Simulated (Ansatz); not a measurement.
# VBiO4 (Dreyerite): the dielectric response by several routes

Wanted: ε∞ of VBiO4 (Dreyerite) from perturbation theory, a sum over states and the RPA step of G0W0, with cost.

Program: Ansatz 0.2.0. Level of theory: linear response on r2SCAN, plane waves, PAW. Results are calculated unless marked as measured.

### 1. The starting structure

The structure is tetragonal, space group I4_1/amd (No. 141). Conventional cell: a = 7.303 Å, b = 7.303 Å, c = 6.584 Å, α = 90.00°, β = 90.00°, γ = 90.00°. V has 4 O at 1.72 Å nearest. Nearest to Bi lie 8 O at 2.39 to 2.56 Å. O has 1 V at 1.72 Å and 2 Bi at 2.39 to 2.56 Å nearest. Farther neighbours and most contacts between anions are not listed.

Geometry: measured cell, ions relaxed with r2SCAN. The runs that relaxed it are not among those shown. Spin-orbit coupling is left out unless a step names it.

### 2. Response to a homogeneous field

The response to a uniform field gives ε∞, a yardstick for the screening that GW builds on its mesh.

This step: dielectric response by perturbation theory, r2SCAN, plane waves, PAW; PAW set soft_1.

input.yaml reads:

```yaml
crystal:
  lattice:
    - [-3.6515, 3.6515, 3.292]
    - [3.6515, -3.6515, 3.292]
    - [3.6515, 3.6515, -3.292]
  atoms:
    - { symbol: V, position: [0.5, 0.5, 0.0] }
    - { symbol: V, position: [0.25, 0.75, 0.5] }
    - { symbol: Bi, position: [0.75, 0.25, 0.5] }
    - { symbol: Bi, position: [0.0, 0.0, 0.0] }
    - { symbol: O, position: [0.152062534, 0.3328889632, 0.8191735708] }
    - { symbol: O, position: [0.0828889632, 0.7637153925, 0.6808264292] }
    - { symbol: O, position: [0.5137153925, 0.3328889632, 0.1808264292] }
    - { symbol: O, position: [0.0828889632, 0.402062534, 0.3191735708] }
    - { symbol: O, position: [0.597937466, 0.9171110368, 0.6808264292] }
    - { symbol: O, position: [0.6671110368, 0.847937466, 0.1808264292] }
    - { symbol: O, position: [0.2362846075, 0.9171110368, 0.3191735708] }
    - { symbol: O, position: [0.6671110368, 0.4862846075, 0.8191735708] }
kpoints:
  mp_grid: { grid: [4, 4, 4] }
hamiltonian:
  xc: r2scan
  pseudopotentials: { kind: paw, azcp: { folder: soft_1 } }
scf:
  occupations: { method: fixed }
dielectric: {}
```

On the command line:

```
ansatz run input.yaml --threads 3 --pin off --max-ram 92160MiB --backend cuda --events-out ev --progress --plain --runs-dir out --devices 1 --max-vram 13GiB
```

Numbers of over 12 decimals in the logs are rounded to 6 here.

The log of the run:

```text
GPUs: using 1 of 1 available (devices: 1).
Engine: ansatz 0.2.0, x86_64-unknown-linux-gnu
Pseudopotentials: kind: paw
Pseudopotential: V, paw, valence charge 13, recommended cutoff 500 eV (meta_gga), soft_1/V.paw.azcp
Pseudopotential: Bi, paw, valence charge 15, recommended cutoff 500 eV (meta_gga), soft_1/Bi.paw.azcp
Pseudopotential: O, paw, valence charge 6, recommended cutoff 500 eV (meta_gga), soft_1/O.paw.azcp
Functional definition: r2SCAN
  parameter k0 = 0.174
  parameter k1 = 0.065
  parameter a1 = 4.9479
  exchange = r2scan_x(k0 = k0, k1 = k1, a1 = a1)
  correlation = r2scan_c
device memory: the entry about to start is reckoned to put 4.0 GiB on a device that reports 62.2 GiB free (of which the cap on the GPU budget leaves the run 13.0 GiB)
GPU FFT provider: cuFFT
GPU libraries: cuBLAS 13.8.2, cuFFT 12.4.0, cuSOLVER 12.3.4
Crystal: 12 atoms, lattice volume = 175.575 Å³
Basis set: ecut = 500 eV, 4449 PW (Γ), exchange–correlation on 192×192×192 points (64 copies of the dense FFT grid, shifted against one another)
Bands: 64, of which v1, the nominal top of the filled ones, is band 52 counted from 1 (51 counted from 0)
Symmetry: 16 space group operations
k-points: 24 of 64 (irreducible under 2 space group operations, time reversal used)
Non-local potential: V, projectors of the file, l = 0: 3, l = 1: 2, l = 2: 3, l = 3: 1
Non-local potential: Bi, projectors of the file, l = 0: 2, l = 1: 2, l = 2: 2, l = 3: 1
Non-local potential: O, projectors of the file, l = 0: 2, l = 1: 2, l = 2: 1
PAW form: soft (Blöchl's): semilocal exchange-correlation on the pseudo side does not see the compensation charge
PAW frozen core: V, regenerated for the run's functional (the file was generated under x = pbe(κ = 0.804, μ = 0.219515), c = pbe(β = 0.066725))
PAW frozen core: Bi, regenerated for the run's functional (the file was generated under x = pbe(κ = 0.804, μ = 0.219515), c = pbe(β = 0.066725))
PAW frozen core: O, regenerated for the run's functional (the file was generated under x = pbe(κ = 0.804, μ = 0.219515), c = pbe(β = 0.066725))
PAW one-centre angular grid: V, 590 points (default); XC on 160 Gauss nodes
PAW one-centre angular grid: Bi, 590 points (default); XC on 160 Gauss nodes
PAW one-centre angular grid: O, 302 points (default); XC on 160 Gauss nodes
Initial density: superposition of atomic densities (chi_scale 0.1, normalization cell, long waves kept (reshape's long-wave potential 0.01 eV rms))
Initial wavefunctions: pseudopotential atomic-orbital guess
GPU buffer pool allocated for 110592 grid points (all kernels)
GPU transforms: local potential: pruned to the plane-wave sphere, on 45×45×45; band sums: pruned to the plane-wave sphere, on 48×48×48
Functional: x = r2scan, c = r2scan; τ floored in thin density (d = 2e-4 eV/Å³)
SCF iter   1: F=—  HF=-35215.685121 eV  |F-HF|=—  |Δ(HF+E_count)|=         —  Δρ=6.67e-2  dr2=1.36e1  dr2_τ=9.56e-1  ethr=3.10e-3  ⟨swp⟩=4.0  Hψ=4776  notcnv=0  defer=192
preconditioner: auto → Resta (q_TF=auto, 2.500 Å⁻¹)  ε∞=4.4  [insulator: Δε(μ)=2.333 eV  Ē_g=14.202 eV  n_scr=46 (ndim 8)  ℏωp=26.3 eV  f_vac=0.026  ε∞_Penn≈4.4]
SCF iter   2: F=—  HF=-35214.111853 eV  |F-HF|=—  |Δ(HF+E_count)|=    1.57e0  Δρ=4.99e-2  dr2=4.20e0  dr2_τ=2.19e-1  ethr=3.10e-3  ⟨swp⟩=3.4  Hψ=2935  notcnv=0  defer=199
SCF iter   3: F=—  HF=-35214.323617 eV  |F-HF|=—  |Δ(HF+E_count)|=   2.12e-1  Δρ=4.64e-2  dr2=4.53e0  dr2_τ=3.41e-1  ethr=3.10e-3  ⟨swp⟩=2.2  Hψ=3069  notcnv=0  defer=187
SCF iter   4: F=—  HF=-35213.929614 eV  |F-HF|=—  |Δ(HF+E_count)|=   3.94e-1  Δρ=1.18e-2  dr2=1.52e-1  dr2_τ=1.22e-2  ethr=3.10e-3  ⟨swp⟩=2.0  Hψ=2005  notcnv=0  defer=166
SCF iter   5: F=—  HF=-35213.965166 eV  |F-HF|=—  |Δ(HF+E_count)|=   3.56e-2  Δρ=2.27e-3  dr2=5.94e-3  dr2_τ=6.91e-4  ethr=1.46e-4  ⟨swp⟩=2.0  Hψ=2469  notcnv=0  defer=182
SCF iter   6: F=—  HF=-35213.968420 eV  |F-HF|=—  |Δ(HF+E_count)|=   3.25e-3  Δρ=5.22e-4  dr2=5.52e-4  dr2_τ=2.65e-5  ethr=5.71e-6  ⟨swp⟩=2.0  Hψ=2049  notcnv=0  defer=240
SCF iter   7: F=—  HF=-35213.968687 eV  |F-HF|=—  |Δ(HF+E_count)|=   2.68e-4  Δρ=2.91e-4  dr2=2.01e-4  dr2_τ=6.75e-6  ethr=5.31e-7  ⟨swp⟩=2.4  Hψ=2279  notcnv=0  defer=240
SCF iter   8: F=—  HF=-35213.968458 eV  |F-HF|=—  |Δ(HF+E_count)|=   2.30e-4  Δρ=6.21e-5  dr2=9.75e-6  dr2_τ=9.78e-8  ethr=1.93e-7  ⟨swp⟩=2.0  Hψ=1701  notcnv=0  defer=159
SCF iter   9: F=—  HF=-35213.968993 eV  |F-HF|=—  |Δ(HF+E_count)|=   5.35e-4  Δρ=8.42e-6  dr2=2.25e-7  dr2_τ=5.83e-9  ethr=9.38e-9  ⟨swp⟩=2.0  Hψ=2029  notcnv=0  defer=159
SCF iter  10: F=—  HF=-35213.968993 eV  |F-HF|=—  |Δ(HF+E_count)|=   6.03e-8  Δρ=3.24e-6  dr2=2.70e-8  dr2_τ=7.14e-10  ethr=2.17e-10  ⟨swp⟩=2.0  Hψ=2397  notcnv=0  defer=159
SCF iter  11: F=—  HF=-35213.968993 eV  |F-HF|=—  |Δ(HF+E_count)|=   2.26e-9  Δρ=1.19e-6  dr2=2.21e-9  dr2_τ=1.68e-10  ethr=2.59e-11  ⟨swp⟩=2.0  Hψ=1937  notcnv=0  defer=159
SCF iter  12: F=—  HF=-35213.968993 eV  |F-HF|=—  |Δ(HF+E_count)|=  1.46e-11  Δρ=2.94e-7  dr2=1.16e-10  dr2_τ=1.23e-11  ethr=2.13e-12  ⟨swp⟩=2.0  Hψ=2170  notcnv=0  defer=159
SCF iter  13: F=-35213.968993 eV  HF=-35213.968993 eV  |F-HF|=0.00e0  |Δ(HF+E_count)|=  5.82e-11  Δρ=5.91e-8  dr2=3.71e-12  dr2_τ=5.40e-13  ethr=1.00e-12  ⟨swp⟩=9.8  Hψ=4934  notcnv=0
SCF 1 converged in 13 iterations: F = -35213.968993 eV  dr2 = 3.71e-12
  greatest PAW one-centre occupation: 1.000 electrons in one spin orbital (limit 2), on the V atom at site 1 (counted from 0), in its partial waves of l = 0
the response reads at least the filled bands of the reference SCF and the lowest empty band at each k-point, and that SCF's band table does not vouch for those bands. The notice of the band table in this run's record says why
device memory: the entry about to start is reckoned to put 0.8 GiB on a device that reports 60.3 GiB free (of which the cap on the GPU budget leaves the run 12.9 GiB)
NSCF: frozen V_eff on 1 k-points
device memory: the entry about to start is reckoned to put 0.1 GiB (of the 0.2 GiB reckoned in all, the device holds 0.1 GiB already) on a device that reports 60.0 GiB free (of which the cap on the GPU budget leaves the run 12.9 GiB)
device memory: the entry about to start is reckoned to put 8.3 GiB (of the 8.4 GiB reckoned in all, the device holds 0.1 GiB already) on a device that reports 59.0 GiB free (of which the cap on the GPU budget leaves the run 12.9 GiB)
DFPT response loops at Γ: preconditioner auto → Resta (q_TF=auto, 2.500 Å⁻¹)  ε∞=4.4 (no band partly filled); β = 1.00, the filter's whole step (`scf.mixing.beta` (0.50) is not read by the response loops at its default; to damp them type it under 1.00, their step now; it binds the ground state too); Broyden in place of MSR1
── the response to a field inside a basis, on 4×4×4 k-points: an SCF that follows is theirs, and a resumed run solves both again ──
device memory: the entry about to start is reckoned to put 1.3 GiB on a device that reports 70.7 GiB free (of which the cap on the GPU budget leaves the run 12.9 GiB)
GPU FFT provider: cuFFT
GPU libraries: cuBLAS 13.8.2, cuFFT 12.4.0, cuSOLVER 12.3.4
Bands: 53, of which v1, the nominal top of the filled ones, is band 52 counted from 1 (51 counted from 0)
k-points: 11 of 64
Initial density: handed on by an earlier stage of this run
Initial wavefunctions: pseudopotential atomic-orbital guess (no wavefunctions were taken with the density)
GPU buffer pool allocated for 110592 grid points (all kernels)
GPU transforms: band sums: pruned to the plane-wave sphere, on 48×48×48
Eigensolver: Dense (11 Hₖ)
SCF iter   1: F=—  HF=-35213.357539 eV  |F-HF|=—  |Δ(HF+E_count)|=         —  Δρ=5.78e-4  dr2=1.92e-4  dr2_τ=1.38e-4  ethr=1.00e-1
preconditioner: auto → Resta (q_TF=auto, 2.500 Å⁻¹)  ε∞=4.9  [insulator: Δε(μ)=3.078 eV  Ē_g=13.238 eV  n_scr=46 (ndim 8)  ℏωp=26.3 eV  f_vac=0.108  ε∞_Penn≈4.9]
SCF iter   2: F=—  HF=-35213.357733 eV  |F-HF|=—  |Δ(HF+E_count)|=   1.95e-4  Δρ=3.49e-4  dr2=1.04e-4  dr2_τ=2.32e-5  ethr=1.85e-7
SCF iter   3: F=—  HF=-35213.357812 eV  |F-HF|=—  |Δ(HF+E_count)|=   7.89e-5  Δρ=2.27e-4  dr2=9.76e-5  dr2_τ=6.99e-6  ethr=9.98e-8
SCF iter   4: F=—  HF=-35213.357814 eV  |F-HF|=—  |Δ(HF+E_count)|=   2.23e-6  Δρ=4.17e-5  dr2=3.59e-6  dr2_τ=2.61e-7  ethr=9.38e-8
SCF iter   5: F=—  HF=-35213.357814 eV  |F-HF|=—  |Δ(HF+E_count)|=   6.12e-8  Δρ=1.34e-5  dr2=3.54e-7  dr2_τ=2.56e-8  ethr=3.45e-9
SCF iter   6: F=-35213.357815 eV  HF=-35213.357815 eV  |F-HF|=1.69e-9  |Δ(HF+E_count)|=   5.02e-7  Δρ=2.43e-6  dr2=1.62e-8  dr2_τ=6.32e-10  ethr=3.40e-10
SCF 1 converged in 6 iterations: F = -35213.357815 eV  dr2 = 1.62e-8
device memory: the entry about to start is reckoned to put 0.1 GiB on a device that reports 75.9 GiB free (of which the cap on the GPU budget leaves the run 12.8 GiB)
device memory: the entry about to start is reckoned to put 6.1 GiB on a device that reports 74.4 GiB free (of which the cap on the GPU budget leaves the run 12.9 GiB)
DFPT response loops at Γ: mixed as the last ones told, above
SCF converged after 13 iterations
Free energy (F): -35213.968993 eV
Harris-Foulkes:  -35213.968993 eV  (|F-HF|=0.00e0)
Internal energy: -35213.968993 eV  (E = F + TS)
E sigma→0 (E₀):  -35213.968993 eV
Fermi energy:    5.924902 eV
--- Per-component energies (eV) ---
  E_band       = -981.739721
  E_kinetic    = 2434.356570
  E_local      = -8949.318426  (includes V_loc(G=0)·N_el)
  E_nonlocal   = 1387.753732
  E_hartree    = 3429.642215
  E_xc         = -1073.740868
  E_vxc        = -1427.814184  (∫ρ·V_xc dr)
  E_paw        = -24945.857665  (= ΣΔE_a)
  E_vpaw       = -1380.207439  (= ΣTr[D̂ρ^β])
  E_aug_tail   = 0.003532  (compensation charges beyond the density's cutoff)
  E_vtau       = 94.201954  (kinetic-family band-sum trace: ∫τ·v_τ [+ j·A + Jᵃ·Aᵃ] dr)
  E_ewald      = -7497.771717
  E_core_change = 0.963634  (= ΣΔE_core)
  E_smearing   = -0.000000  (= −TS)
  E_closure    = 0.000000  (closes the sum)
  Σ components = -35213.968993   (vs F -35213.968993, Δ=0.00e0)
--- Band table (eV; the first three rows and the last of 24) ---
  k-point 0: bands = [... 48 lower, 5.2536, 5.4228, 5.4228, 5.6508, 9.4642, 9.9996, 10.0344, 10.0460, ... 8 higher]
  k-point 1: bands = [... 48 lower, 5.3157, 5.3187, 5.5303, 5.5813, 9.4883, 9.8639, 9.9879, 10.0903, ... 8 higher]
  k-point 2: bands = [... 48 lower, 5.3326, 5.3326, 5.5606, 5.5606, 9.6392, 9.6392, 9.9456, 9.9456, ... 8 higher]
  k-point 23: bands = [... 48 lower, 5.1690, 5.1690, 5.3967, 5.3967, 9.8044, 9.8044, 9.9154, 9.9154, ... 8 higher]
--- Dielectric response (ions clamped): 3 representative field directions + reference, inside a basis on a mesh of 64 k-points (Σ response iterations 18) ---
  ε∞ (high-frequency dielectric tensor):
        4.855508     0.000000     0.000000
        0.000000     4.855508     0.000000
        0.000000     0.000000     6.307468
  Born effective charges Z* (e; rows j = field, columns β = displacement):
    site 0:
         3.50989   -0.00000    0.00000
        -0.00000    3.50989    0.00000
         0.00000    0.00000    5.71754
    site 1:
         3.50989   -0.00000    0.00000
        -0.00000    3.50989    0.00000
         0.00000    0.00000    5.71754
    site 2:
         5.49527    0.00000    0.00000
         0.00000    5.49527    0.00000
         0.00000    0.00000    6.22565
    site 3:
         5.49527    0.00000    0.00000
         0.00000    5.49527    0.00000
         0.00000    0.00000    6.22565
    site 4:
        -0.63890    0.00000    0.00000
         0.00000   -3.86368   -1.26699
        -0.00000   -1.80464   -2.98580
    site 5:
        -3.86368   -0.00000    1.26699
        -0.00000   -0.63890    0.00000
         1.80464    0.00000   -2.98580
    site 6:
        -0.63890   -0.00000    0.00000
         0.00000   -3.86368    1.26699
        -0.00000    1.80464   -2.98580
    site 7:
        -3.86368   -0.00000   -1.26699
        -0.00000   -0.63890    0.00000
        -1.80464    0.00000   -2.98580
    site 8:
        -0.63890   -0.00000    0.00000
        -0.00000   -3.86368   -1.26699
         0.00000   -1.80464   -2.98580
    site 9:
        -3.86368   -0.00000   -1.26699
        -0.00000   -0.63890    0.00000
        -1.80464    0.00000   -2.98580
    site 10:
        -0.63890   -0.00000    0.00000
        -0.00000   -3.86368    1.26699
         0.00000    1.80464   -2.98580
    site 11:
        -3.86368   -0.00000    1.26699
        -0.00000   -0.63890    0.00000
         1.80464    0.00000   -2.98580
  Z* charge neutrality: 1.996e-2 e pre-enforcement
  solved inside a basis spanned on kpoints, on 4×4×4 k-points, its susceptibility summed on 8×8×8: ε∞ is read to err by 3.5e-2, Z* by 3.7e-2 e (field_mesh: kpoints solves on kpoints); Z* is corrected for what the basis lacks
```

Wall time 84 s (1 × NVIDIA H100 80GB HBM3 (shared by 6 runs) with 3 threads of AMD EPYC 7R13 (Zen 3), shared host); peak memory 3.6 GiB; 2.1 min of CPU time.

Reading the cycles: dr2 is the Hartree energy of the density residual (eV), the measure of convergence; HF is the Harris–Foulkes estimate of the energy, which meets the free energy F at convergence.

Numbers from this step:

| Quantity | Value |
| --- | --- |
| stated error of ε∞ | 0.035 |

One over ε∞ averages 0.19, somewhat under the quarter of exact exchange in PBE0.

High-frequency dielectric tensor:

```
4.86 0.00 0.00
0.00 4.86 0.00
0.00 0.00 6.31
```

Born effective charge (e), principal values of the symmetric part by kind of site:

| atom | atoms with these values | low | middle | high | mean |
| --- | --- | --- | --- | --- | --- |
| V1 | 2 | 3.51 | 3.51 | 5.72 | 4.25 |
| Bi3 | 2 | 5.50 | 5.50 | 6.23 | 5.74 |
| O5 | 8 | -5.02 | -1.83 | -0.64 | -2.50 |

In full for Bi3:

```
5.50 0.00 0.00
0.00 5.50 0.00
0.00 0.00 6.23
```

(Part 1 of 2 ends here.)

[Paths, hosts, dates, memory and timing lines, banners, echoed tables and standing remarks are left out of the program output.]

[Logs are printed without paths, hosts, clocks, repeated set-up lines and the standing remarks that a program may print on its own settings, such as how far it seeks lower states.]

[Runs of the session that timed out or met a known fault of the program may be left out.]

[Cells called generated may have been cut or substituted from an entry of the Crystallography Open Database or the Materials Project.]

[Hosts, paths, dates, database ids (printed as entryN), source tags and the programs' standing remarks are cut or masked in the printed files.]
